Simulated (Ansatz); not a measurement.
# TiTe2 (model cell, started as rutile): phonons and vibrational spectra

How does TiTe2 (model cell, started as rutile) vibrate, and is this structure a minimum?

Method: DFT PBEsol, scalar-relativistic, plane waves, PAW, in Ansatz 0.2.0.

The structure was built from a prototype and need not be the compound's stable phase.

### 1. Set-up

It takes space group P4_2/mnm (No. 136, tetragonal). The conventional cell has a = 6.559 Å, b = 6.559 Å, c = 4.231 Å, α = 90.00°, β = 90.00°, γ = 90.00°. Nearest to Ti lie 6 Te at 2.78 to 2.83 Å. Nearest to Te lie 3 Ti at 2.78 to 2.83 Å. Farther neighbours and most contacts between anions are not listed.

As a file:

```cif
data_structure
_symmetry_space_group_name_H-M 'P4_2/mnm'
_symmetry_Int_Tables_number 136
_cell_length_a 6.5590
_cell_length_b 6.5590
_cell_length_c 4.2305
_cell_angle_alpha 90.000
_cell_angle_beta 90.000
_cell_angle_gamma 90.000
_cell_volume 182.00
loop_
_atom_site_label
_atom_site_type_symbol
_atom_site_symmetry_multiplicity
_atom_site_Wyckoff_symbol
_atom_site_fract_x
_atom_site_fract_y
_atom_site_fract_z
_atom_site_occupancy
Ti1 Ti 2 a 0.00000 0.00000 0.00000 1
Te1 Te 4 f 0.30500 0.30500 0.00000 1
```

### 2. Bringing the structure to rest

Harmonic phonons are second derivatives at a point where the forces vanish, and they are wanted at zero stress, so atoms and cell are relaxed first.

input.yaml reads:

```yaml
crystal:
  lattice:
    - [6.55895, 0.0, 0.0]
    - [0.0, 6.55895, 0.0]
    - [0.0, 0.0, 4.23052]
  atoms:
    - { symbol: Ti, position: [0.0, 0.0, 0.0] }
    - { symbol: Ti, position: [0.5, 0.5, 0.5] }
    - { symbol: Te, position: [0.305, 0.305, 0.0] }
    - { symbol: Te, position: [0.695, 0.695, 0.0] }
    - { symbol: Te, position: [0.805, 0.195, 0.5] }
    - { symbol: Te, position: [0.195, 0.805, 0.5] }
kpoints:
  mp_grid: { grid: [6, 6, 8] }
hamiltonian:
  xc: pbesol
scf:
  occupations: { method: gaussian, width: 0.1 }
output:
  forces: true
  stress: true
  eigenvalues: true
relax:
  adjacent_minimum: "off"
  f_tol: 0.005
  max_steps: 80
  cell: { stress_tol: 0.05 }
```

Command:

```
$ ansatz run input.yaml --threads 8 --pin off --max-ram 14336MiB --backend cpu --events-out ev --progress --plain --runs-dir out
```

Numbers of over 12 decimals in the logs are rounded to 6 here.

The program printed:

```text
Engine: ansatz 0.2.0, aarch64-unknown-linux-gnu
Pseudopotentials: kind: paw
Pseudopotential: Ti, paw, valence charge 12, recommended cutoff 420 eV (normal), Ti.paw.azcp
Pseudopotential: Te, paw, valence charge 16, recommended cutoff 420 eV (normal), Te.paw.azcp
Functional definition: PBEsol
  exchange = pbesol_x
  correlation = pbesol_c
Crystal: 6 atoms, lattice volume = 181.996 Å³
Basis set: ecut = 420 eV, 3523 PW (Γ), exchange–correlation on 90×90×60 points (8 copies of the dense FFT grid, shifted against one another)
Bands: 53, of which v1, the nominal top of the filled ones, is band 44 counted from 1 (43 counted from 0)
Symmetry: 16 space group operations
Space group: P42/mnm (ITA 136), of the structure as read, at distance tolerance 5.7e-5 Å
k-points: 50 of 288
Non-local potential: Ti, projectors of the file, l = 0: 3, l = 1: 2, l = 2: 3, l = 3: 1
Non-local potential: Te, projectors of the file, l = 0: 2, l = 1: 2, l = 2: 2, l = 3: 2
PAW form: soft (Blöchl's): semilocal exchange-correlation on the pseudo side does not see the compensation charge
PAW frozen core: Ti, regenerated for the run's functional, and the local potential with it (the file was generated under x = pbe(κ = 0.804, μ = 0.219515), c = pbe(β = 0.066725))
PAW frozen core: Te, regenerated for the run's functional, and the local potential with it (the file was generated under x = pbe(κ = 0.804, μ = 0.219515), c = pbe(β = 0.066725))
PAW one-centre angular grid: Ti, 590 points (default); XC on 64 Gauss nodes
PAW one-centre angular grid: Te, 590 points (default); XC on 64 Gauss nodes
Initial density: superposition of atomic densities (neutral atoms: chi_scale 0, normalization atom), corrected by the library's trained network
Initial wavefunctions: pseudopotential atomic-orbital guess
Functional: x = pbesol(κ = 0.804, μ = 0.123457), c = pbesol(β = 0.046)
SCF iter   1: F=—  HF=-32556.780437 eV  |F-HF|=—  |Δ(HF+E_count)|=         —  Δρ=6.41e-3  dr2=9.59e-2  ethr=1.77e-3  ⟨swp⟩=7.5  Hψ=10363  notcnv=0
preconditioner: auto → LDOS  [metal: Δε(μ)=0.029 eV  Ē_g=5.730 eV  σ=0.100 eV  W_gap=0.16  n_scr=38 (ndim 8)  ℏωp=15.6 eV  f_vac=0.038  D(μ)=2.44/eV (n_scr^D=10)  β→1.0]
SCF iter   2: F=—  HF=-32556.798475 eV  |F-HF|=—  |Δ(HF+E_count)|=   1.80e-2  Δρ=1.10e-2  dr2=4.02e-1  ethr=1.09e-4  ⟨swp⟩=2.3  Hψ=5545  notcnv=0  defer=79
SCF iter   3: F=—  HF=-32556.767708 eV  |F-HF|=—  |Δ(HF+E_count)|=   3.08e-2  Δρ=1.56e-3  dr2=1.07e-2  ethr=1.09e-4  ⟨swp⟩=2.0  Hψ=3519  notcnv=0  defer=79
SCF iter   4: F=—  HF=-32556.766855 eV  |F-HF|=—  |Δ(HF+E_count)|=   8.53e-4  Δρ=4.11e-4  dr2=3.90e-4  ethr=1.21e-5  ⟨swp⟩=2.3  Hψ=3084  notcnv=0  defer=79
SCF iter   5: F=—  HF=-32556.766779 eV  |F-HF|=—  |Δ(HF+E_count)|=   7.62e-5  Δρ=1.22e-4  dr2=3.89e-5  ethr=4.44e-7  ⟨swp⟩=2.0  Hψ=4667  notcnv=0  defer=79
SCF iter   6: F=—  HF=-32556.766723 eV  |F-HF|=—  |Δ(HF+E_count)|=   5.58e-5  Δρ=1.57e-5  dr2=2.62e-7  ethr=4.42e-8  ⟨swp⟩=2.3  Hψ=3590  notcnv=0  defer=79
SCF iter   7: F=-32556.766724 eV  HF=-32556.766724 eV  |F-HF|=1.29e-7  |Δ(HF+E_count)|=   2.15e-7  Δρ=7.78e-6  dr2=8.46e-8  ethr=1.14e-10  ⟨swp⟩=10.9  Hψ=11388  notcnv=0
SCF 1 converged in 7 iterations: F = -32556.766724 eV  dr2 = 8.46e-8
  greatest PAW one-centre occupation: 0.999 electrons in one spin orbital (limit 2), on the Ti atom at site 0 (counted from 0), in its partial waves of l = 0
relax step   1: F+E_penalty+E_count = -32556.76672355 eV  Δ(F+E_penalty+E_count) = +0.000e0 eV  max|allowed force component| = 3.200e-2 eV/Å  Δτ_max = 0.0000 Å  P = -4.681 GPa  Ω = 181.996 Å³  (7 SCF iters, dr2 threshold 1.00e-7 eV, accepted)
Crystal: 6 atoms, lattice volume = 168.595 Å³
Basis set: ecut = 420 eV, 3305 PW (Γ), exchange–correlation on 90×90×60 points (8 copies of the dense FFT grid, shifted against one another)
Initial density: handed on by an earlier stage of this run
Initial wavefunctions: those handed on with the density
iter 1 solved again at ethr=1.79e-3 eV; its pass at ethr=3.10e-3 eV (dr2=1.57e0 eV) is discarded
SCF iter   1: F=—  HF=-32557.297209 eV  |F-HF|=—  |Δ(HF+E_count)|=         —  Δρ=2.01e-2  dr2=1.57e0  ethr=1.79e-3  ⟨swp⟩=1.0  Hψ=11902  notcnv=0
preconditioner: auto → LDOS  [metal: Δε(μ)=0.031 eV  Ē_g=5.898 eV  σ=0.100 eV  W_gap=0.17  n_scr=38 (ndim 8)  ℏωp=16.2 eV  f_vac=0.019  D(μ)=3.47/eV (n_scr^D=18)  β→1.0]
SCF iter   2: F=—  HF=-32557.434772 eV  |F-HF|=—  |Δ(HF+E_count)|=   1.38e-1  Δρ=2.62e-2  dr2=2.49e0  ethr=1.79e-3  ⟨swp⟩=3.0  Hψ=4119  notcnv=0
SCF iter   3: F=—  HF=-32557.183179 eV  |F-HF|=—  |Δ(HF+E_count)|=   2.52e-1  Δρ=9.23e-3  dr2=3.00e-1  ethr=1.79e-3  ⟨swp⟩=2.0  Hψ=3361  notcnv=0  defer=67
SCF iter   4: F=—  HF=-32557.156932 eV  |F-HF|=—  |Δ(HF+E_count)|=   2.62e-2  Δρ=1.48e-3  dr2=6.56e-3  ethr=3.41e-4  ⟨swp⟩=2.0  Hψ=3327  notcnv=0  defer=70
SCF iter   5: F=—  HF=-32557.156686 eV  |F-HF|=—  |Δ(HF+E_count)|=   2.47e-4  Δρ=6.35e-4  dr2=1.34e-3  ethr=7.46e-6  ⟨swp⟩=1.5  Hψ=2651  notcnv=0  defer=70
SCF iter   6: F=—  HF=-32557.156581 eV  |F-HF|=—  |Δ(HF+E_count)|=   1.05e-4  Δρ=8.89e-5  dr2=2.05e-5  ethr=1.52e-6  ⟨swp⟩=1.8  Hψ=2715  notcnv=0  defer=70
SCF iter   7: F=—  HF=-32557.156577 eV  |F-HF|=—  |Δ(HF+E_count)|=   4.36e-6  Δρ=2.50e-5  dr2=1.98e-6  ethr=2.33e-8  ⟨swp⟩=2.0  Hψ=3337  notcnv=0  defer=70
SCF iter   8: F=-32557.156576 eV  HF=-32557.156576 eV  |F-HF|=9.75e-9  |Δ(HF+E_count)|=   1.83e-7  Δρ=2.65e-6  dr2=1.33e-8  ethr=6.82e-10  ⟨swp⟩=10.3  Hψ=10465  notcnv=0
SCF 2 converged in 8 iterations: F = -32557.156576 eV  dr2 = 1.33e-8
  greatest PAW one-centre occupation: 0.999 electrons in one spin orbital (limit 2), on the Ti atom at site 1 (counted from 0), in its partial waves of l = 0
relax step   2: F+E_penalty+E_count = -32557.15657639 eV  Δ(F+E_penalty+E_count) = -3.899e-1 eV  max|allowed force component| = 1.043e-1 eV/Å  Δτ_max = 0.0324 Å  P = -0.998 GPa  Ω = 168.595 Å³  energy of the carried Pulay correction = +1.831e-3 eV  (8 SCF iters, dr2 threshold 6.00e-7 eV, accepted)
Crystal: 6 atoms, lattice volume = 164.551 Å³
Basis set: ecut = 420 eV, 3233 PW (Γ), exchange–correlation on 90×90×60 points (8 copies of the dense FFT grid, shifted against one another)
iter 1 solved again at ethr=4.54e-4 eV; its pass at ethr=3.10e-3 eV (dr2=3.99e-1 eV) is discarded
SCF iter   1: F=—  HF=-32557.391046 eV  |F-HF|=—  |Δ(HF+E_count)|=         —  Δρ=1.09e-2  dr2=4.01e-1  ethr=4.54e-4  ⟨swp⟩=1.0  Hψ=12012  notcnv=0
preconditioner: auto → LDOS  [metal: Δε(μ)=0.013 eV  Ē_g=6.113 eV  σ=0.100 eV  W_gap=0.07  n_scr=38 (ndim 8)  ℏωp=16.4 eV  f_vac=0.028  D(μ)=3.01/eV (n_scr^D=10)  β→1.0]
SCF iter   2: F=—  HF=-32557.459609 eV  |F-HF|=—  |Δ(HF+E_count)|=   6.86e-2  Δρ=1.72e-2  dr2=1.06e0  ethr=4.54e-4  ⟨swp⟩=3.2  Hψ=4605  notcnv=0  recentre
SCF iter   3: F=—  HF=-32557.349356 eV  |F-HF|=—  |Δ(HF+E_count)|=   1.10e-1  Δρ=2.34e-3  dr2=1.78e-2  ethr=4.54e-4  ⟨swp⟩=2.9  Hψ=3875  notcnv=0  defer=32
SCF iter   4: F=—  HF=-32557.347932 eV  |F-HF|=—  |Δ(HF+E_count)|=   1.42e-3  Δρ=1.83e-4  dr2=4.54e-5  ethr=2.02e-5  ⟨swp⟩=1.7  Hψ=2868  notcnv=0  defer=32
SCF iter   5: F=—  HF=-32557.347928 eV  |F-HF|=—  |Δ(HF+E_count)|=   4.09e-6  Δρ=4.96e-5  dr2=2.81e-6  ethr=5.16e-8  ⟨swp⟩=2.5  Hψ=4812  notcnv=0  defer=32
SCF iter   6: F=—  HF=-32557.347929 eV  |F-HF|=—  |Δ(HF+E_count)|=   6.29e-7  Δρ=2.07e-5  dr2=9.39e-7  ethr=6.82e-10  ⟨swp⟩=9.1  Hψ=12585  notcnv=0
SCF iter   7: F=-32557.347928 eV  HF=-32557.347928 eV  |F-HF|=8.24e-9  |Δ(HF+E_count)|=   3.22e-8  Δρ=3.89e-6  dr2=1.89e-8  ethr=6.82e-10  ⟨swp⟩=5.2  Hψ=9446  notcnv=0
SCF 3 converged in 7 iterations: F = -32557.347928 eV  dr2 = 1.89e-8
relax step   3: F+E_penalty+E_count = -32557.34792847 eV  Δ(F+E_penalty+E_count) = -1.914e-1 eV  max|allowed force component| = 9.158e-2 eV/Å  Δτ_max = 0.0618 Å  P = -0.382 GPa  Ω = 164.551 Å³  energy of the carried Pulay correction = +2.412e-3 eV  (7 SCF iters, dr2 threshold 6.00e-7 eV, accepted)
[...]
relax step   4: F+E_penalty+E_count = -32557.40076086 eV  Δ(F+E_penalty+E_count) = -5.283e-2 eV  max|allowed force component| = 3.058e-2 eV/Å  Δτ_max = 0.0221 Å  P = +0.526 GPa  Ω = 161.131 Å³  energy of the carried Pulay correction = +2.913e-3 eV  (6 SCF iters, dr2 threshold 6.00e-7 eV, accepted)
[...]
relax step   5: F+E_penalty+E_count = -32557.40345110 eV  Δ(F+E_penalty+E_count) = -2.690e-3 eV  max|allowed force component| = 2.705e-2 eV/Å  Δτ_max = 0.0131 Å  P = -0.053 GPa  Ω = 163.090 Å³  energy of the carried Pulay correction = +2.625e-3 eV  (6 SCF iters, dr2 threshold 6.00e-7 eV, accepted)
[...]
relax step   6: F+E_penalty+E_count = -32557.40387904 eV  Δ(F+E_penalty+E_count) = -4.279e-4 eV  max|allowed force component| = 2.473e-3 eV/Å  Δτ_max = 0.0045 Å  P = -0.021 GPa  Ω = 162.808 Å³  energy of the carried Pulay correction = +2.666e-3 eV  (5 SCF iters, dr2 threshold 4.57e-8 eV, accepted)
Basis set: ecut = 420 eV, 3141 PW (Γ), exchange–correlation on 90×90×50 points (8 copies of the dense FFT grid, shifted against one another)
Initial wavefunctions: pseudopotential atomic-orbital guess (no wavefunctions were taken with the density)
iter 1 solved again at ethr=8.20e-7 eV; its pass at ethr=3.10e-3 eV (dr2=7.22e-4 eV) is discarded
SCF iter   1: F=—  HF=-32557.401825 eV  |F-HF|=—  |Δ(HF+E_count)|=         —  Δρ=2.10e-4  dr2=3.23e-6  ethr=8.20e-7  ⟨swp⟩=3.0  Hψ=16248  notcnv=0
preconditioner: auto → LDOS  [metal: Δε(μ)=0.012 eV  Ē_g=6.298 eV  σ=0.100 eV  W_gap=0.07  n_scr=38 (ndim 8)  ℏωp=16.5 eV  f_vac=0.038  D(μ)=2.89/eV (n_scr^D=10)  β→1.0]
SCF iter   2: F=—  HF=-32557.402114 eV  |F-HF|=—  |Δ(HF+E_count)|=   2.89e-4  Δρ=1.96e-5  dr2=5.33e-7  ethr=3.67e-9  ⟨swp⟩=2.1  Hψ=4851  notcnv=0
SCF iter   3: F=—  HF=-32557.402114 eV  |F-HF|=—  |Δ(HF+E_count)|=   2.90e-7  Δρ=6.62e-6  dr2=5.22e-8  ethr=6.06e-10  ⟨swp⟩=2.0  Hψ=4858  notcnv=0
SCF iter   4: F=—  HF=-32557.402114 eV  |F-HF|=—  |Δ(HF+E_count)|=   1.20e-8  Δρ=1.10e-6  dr2=1.20e-9  ethr=5.93e-11  ⟨swp⟩=2.0  Hψ=4755  notcnv=0
SCF iter   5: F=—  HF=-32557.402114 eV  |F-HF|=—  |Δ(HF+E_count)|=  6.11e-10  Δρ=4.68e-7  dr2=5.79e-10  ethr=1.36e-12  ⟨swp⟩=2.0  Hψ=4857  notcnv=0
SCF iter   6: F=-32557.402114 eV  HF=-32557.402114 eV  |F-HF|=0.00e0  |Δ(HF+E_count)|=  4.37e-11  Δρ=6.77e-8  dr2=9.32e-12  ethr=1.00e-12  ⟨swp⟩=5.1  Hψ=9991  notcnv=0
SCF 7 converged in 6 iterations: F = -32557.402114 eV  dr2 = 9.32e-12
relax step   7: F+E_penalty+E_count = -32557.40211376 eV  Δ(F+E_penalty+E_count) = +1.765e-3 eV  max|allowed force component| = 2.345e-3 eV/Å  Δτ_max = 0.0000 Å  P = -0.024 GPa  Ω = 162.808 Å³  stress off target by 2.85e-2 GPa  SCF on the basis re-selected at this cell (its energy is not comparable with the rows above)  (6 SCF iters)
basis re-selected at this cell: Δ(F+E_penalty+E_count) = +1.765e-3 eV, ΔP = -0.003 GPa vs the last step (what re-selecting the basis moved, of the pressure what is left beyond the Pulay correction that the steps carried, after the strain that the cell walked since its last selection, with what the two solves' SCF thresholds leave and, on support functions, any second-order correction that the steps lacked; it is no measure of the basis error at this ecutwfc). The dense FFT grid was sized anew with the basis: this SCF ran on 45×45×25 points, the steps before it on 45×45×30, so part of this shift can come from that change (see relax.cell in the input reference). [rest of the remark cut]
SCF converged after 6 iterations
Free energy (F): -32557.402114 eV
Harris-Foulkes:  -32557.402114 eV  (|F-HF|=0.00e0)
Internal energy: -32557.387688 eV  (E = F + TS)
E sigma→0 (E₀):  -32557.394901 eV
Entropy (-TS):   -0.014426 eV (-2.404 meV/atom)
Fermi energy:    9.984347 eV
--- Per-component energies (eV) ---
  E_band       = -1369.192498
  E_kinetic    = 1271.568342
  E_local      = -7122.398212  (includes V_loc(G=0)·N_el)
  E_nonlocal   = -1210.640766
  E_hartree    = 4110.063928
  E_xc         = -688.729785
  E_vxc        = -662.317284  (∫ρ·V_xc dr)
  E_paw        = -20386.176942  (= ΣΔE_a)
  E_vpaw       = -1865.531975  (= ΣTr[D̂ρ^β])
  E_aug_tail   = -0.000535  (compensation charges beyond the density's cutoff)
  E_ewald      = -8532.851747
  E_core_change = 1.778029  (= ΣΔE_core)
  E_smearing   = -0.014426  (= −TS)
  E_closure    = 0.000000  (closes the sum)
  Σ components = -32557.402114   (vs F -32557.402114, Δ=0.00e0)
--- Forces (eV/Å), atoms counted from 1 ---
  atom   1  Ti    -0.00000000    -0.00000000     0.00000000
  atom   2  Ti    -0.00000000    -0.00000000    -0.00000000
  atom   3  Te     0.00234481     0.00234481     0.00000000
  atom   4  Te    -0.00234481    -0.00234481    -0.00000000
  atom   5  Te     0.00234481    -0.00234481     0.00000000
  atom   6  Te    -0.00234481     0.00234481    -0.00000000
  max |Σ_I F_I| component: 8.67e-19 eV/Å
--- Stress (GPa, compression-positive) ---
       -0.022224       0.000000       0.000000
        0.000000      -0.022224       0.000000
        0.000000       0.000000      -0.028547
  P = ⅓ Tr σ = -0.0243 GPa (-0.243 kbar)
--- Band table (eV; the first three rows and the last of 50) ---
  k-point 0: bands = [... 40 lower, 9.5389, 9.7155, 9.7419, 10.3104, 10.3104, 10.5878, 10.5878, 11.2625, ... 5 higher]
  k-point 1: bands = [... 40 lower, 9.3584, 9.7387, 9.7387, 9.8376, 10.1561, 10.8161, 10.9956, 10.9956, ... 5 higher]
  k-point 2: bands = [... 40 lower, 8.0018, 8.9030, 8.9030, 10.1050, 10.2303, 10.5627, 10.8403, 11.2884, ... 5 higher]
  k-point 49: bands = [... 40 lower, 8.8201, 8.8201, 9.1484, 9.1484, 10.6903, 10.6903, 10.7814, 10.7814, ... 5 higher]
--- Relaxed structure (6 steps of the walk, 6 accepted, 1 SCFs on fresh bases) ---
  F+E_penalty+E_count = -32557.40211376 eV   max|allowed force component| = 2.345e-3 eV/Å   (the final SCF, on the basis selected at the relaxed cell)
  cell:  # Å, volume = 162.8079 Å³
    - [6.690270, 0, 0.0]
    - [0, 6.690270, 0.0]
    - [0.0, 0.0, 3.637377]
  atoms:
    - { symbol: Ti, position: [0, 1.8734133697470467e-19, 0.0] }
    - { symbol: Ti, position: [0.5, 0.5, 0.500000] }
    - { symbol: Te, position: [0.293403, 0.293403, 0.0] }
    - { symbol: Te, position: [0.706597, 0.706597, 0.0] }
    - { symbol: Te, position: [0.793403, 0.206597, 0.500000] }
    - { symbol: Te, position: [0.206597, 0.793403, 0.500000] }
```

It took 33 s on 8 threads of Arm Neoverse V1, shared host; peak memory 0.97 GiB; 4.2 min of CPU time.

Step by step:

```tsv
step	energy less that of the first step (eV)	largest force component (eV/Å)	pressure (GPa)	volume (Å³)
1	0.0000	0.0320	-4.68	182.00
2	-0.3899	0.1043	-1.00	168.59
3	-0.5812	0.0916	-0.38	164.55
4	-0.6340	0.0306	0.53	161.13
5	-0.6367	0.0271	-0.05	163.09
6	-0.6372	0.0025	-0.02	162.81
7*	-0.6354	0.0023	-0.02	162.81
```

Relaxation steps marked * repeat the geometry before them on a plane-wave basis chosen anew for their cell, so energy and pressure can jump there.

The run keeps the 16 symmetry operations that it works with, so distortions that break them were not tested.

```tsv
cell as run	before	after	change
a (Å)	6.559	6.690	+2.0 %
b (Å)	6.559	6.690	+2.0 %
c (Å)	4.231	3.637	-14.0 %
volume (Å³/atom)	30.33	27.13	-10.5 %
```

The atoms that moved most (Å, as changes of fractional coordinates times the final cell):

```tsv
atom	dx	dy	dz	length
Te4	0.078	0.078	0.000	0.110
Te5	-0.078	0.078	0.000	0.110
Te6	0.078	-0.078	0.000	0.110
Te3	-0.078	-0.078	0.000	0.110
```

Final coordinates:

```xyz
6
Lattice="6.6903 0.0000 0.0000 0.0000 6.6903 0.0000 0.0000 0.0000 3.6374" Properties=species:S:1:pos:R:3 pbc="T T T"
Ti    0.0000    0.0000    0.0000
Ti    3.3451    3.3451    1.8187
Te    1.9629    1.9629    0.0000
Te    4.7273    4.7273    0.0000
Te    5.3081    1.3822    1.8187
Te    1.3822    5.3081    1.8187
```

Numbers from this step:

| Item | Value |
| --- | --- |
| pressure | -0.02433 GPa |
| volume per atom | 27.13 Å³ |
| gap on the k-mesh | 0 eV |

In this step the volume went from 30.33 to 27.13 Å³/atom.

### 3. Relaxation

The relaxation is repeated from its end on the same settings, as a check that it has come to rest.

input.yaml, the sections that differ from step 2:

```yaml
crystal:
  lattice:
    - [6.6902699274, 0.0, 0.0]
    - [0.0, 6.6902699274, 0.0]
    - [0.0, 0.0, 3.6373766814]
  atoms:
    - { symbol: Ti, position: [0.0, 0.0, 0.0] }
    - { symbol: Ti, position: [0.5, 0.5, 0.5] }
    - { symbol: Te, position: [0.2934027303, 0.2934027303, 0.0] }
    - { symbol: Te, position: [0.7065972697, 0.7065972697, 0.0] }
    - { symbol: Te, position: [0.7934027303, 0.2065972697, 0.5] }
    - { symbol: Te, position: [0.2065972697, 0.7934027303, 0.5] }
# kpoints, hamiltonian, scf, output, relax: as in step 2
```

The program printed:

```text
[...]
Crystal: 6 atoms, lattice volume = 162.808 Å³
Basis set: ecut = 420 eV, 3141 PW (Γ), exchange–correlation on 90×90×50 points (8 copies of the dense FFT grid, shifted against one another)
Bands: 53, of which v1, the nominal top of the filled ones, is band 44 counted from 1 (43 counted from 0)
Symmetry: 16 space group operations
[...]
k-points: 50 of 288
[...]
cell:  # Å, volume = 162.8079 Å³
    - [6.6902699274, 0.0, 0.0]
    - [0.0, 6.6902699274, 0.0]
    - [0.0, 0.0, 3.6373766814]
  atoms:
    - { symbol: Ti, position: [0.0, 0.0, 0.0] }
    - { symbol: Ti, position: [0.500000, 0.500000, 0.5] }
    - { symbol: Te, position: [0.2934027303, 0.2934027303, 0.0] }
    - { symbol: Te, position: [0.7065972697, 0.7065972697, 0.0] }
    - { symbol: Te, position: [0.7934027303, 0.206597, 0.5] }
    - { symbol: Te, position: [0.206597, 0.7934027303, 0.5] }
[key lines of the parts left out:]
SCF converged after 6 iterations
Free energy (F): -32557.402114 eV
Fermi energy:    9.984347 eV
P = ⅓ Tr σ = -0.0243 GPa (-0.243 kbar)
```

The job ended after 9.3 s (8 threads; peak memory 0.89 GiB; 67 s of CPU time).

Little changed from the start: no atom moved by 0.005 Å and no cell edge by 0.1 %.

In this step the volume went from 27.13 to 27.13 Å³/atom.

### 4. Relaxing to small forces for the phonons

Phonons need a cell at rest on their own settings, so the relaxation is repeated with tight tolerances on forces and stress on the k mesh and occupations of the first response run.

Edit input.yaml of step 3 so:

```diff
@@ -17,3 +17,3 @@
 scf:
-  occupations: { method: gaussian, width: 0.1 }
+  occupations: { method: methfessel_paxton, width: 0.15 }
 output:
@@ -24,4 +24,4 @@
   adjacent_minimum: "off"
-  f_tol: 0.005
-  max_steps: 80
-  cell: { stress_tol: 0.05 }
+  f_tol: 0.001
+  max_steps: 60
+  cell: { stress_tol: 0.01 }
```

The program printed:

```text
[...]
Crystal: 6 atoms, lattice volume = 162.808 Å³
Basis set: ecut = 420 eV, 3141 PW (Γ), exchange–correlation on 90×90×50 points (8 copies of the dense FFT grid, shifted against one another)
Bands: 53, of which v1, the nominal top of the filled ones, is band 44 counted from 1 (43 counted from 0)
Symmetry: 16 space group operations
[...]
k-points: 50 of 288
[...]
cell:  # Å, volume = 162.7551 Å³
    - [6.689753, 0, 0]
    - [0, 6.689753, 0]
    - [0, 0, 3.636758]
  atoms:
    - { symbol: Ti, position: [0, 0, 0] }
    - { symbol: Ti, position: [0.5, 0.5, 0.5] }
    - { symbol: Te, position: [0.293460, 0.293460, 0] }
    - { symbol: Te, position: [0.706540, 0.706540, 0] }
    - { symbol: Te, position: [0.793460, 0.206540, 0.5] }
    - { symbol: Te, position: [0.206540, 0.793460, 0.5] }
[key lines of the parts left out:]
SCF converged after 7 iterations
Free energy (F): -32557.395774 eV
Fermi energy:    9.992249 eV
P = ⅓ Tr σ = -0.0017 GPa (-0.017 kbar)
```

Run time: 17 s. Hardware: 8 threads; peak memory 0.9 GiB; 2.1 min of CPU time.

Little changed from the start: no atom moved by 0.005 Å and no cell edge by 0.1 %.

This step gave:

```yaml
pressure: -0.001744 GPa
```

The largest force component left is 0.37 meV/Å and the pressure is -0.002 GPa, within the tolerances set. The cell now holds 27.13 Å³/atom.

(Part 1 of 2 ends here.)

[Logs are printed without paths, hosts, clocks, repeated set-up lines and the standing remarks that a program may print on its own settings, such as how far it seeks lower states.]

[Hosts, paths, dates, database ids (printed as entryN), source tags and the programs' standing remarks are cut or masked in the printed files.]
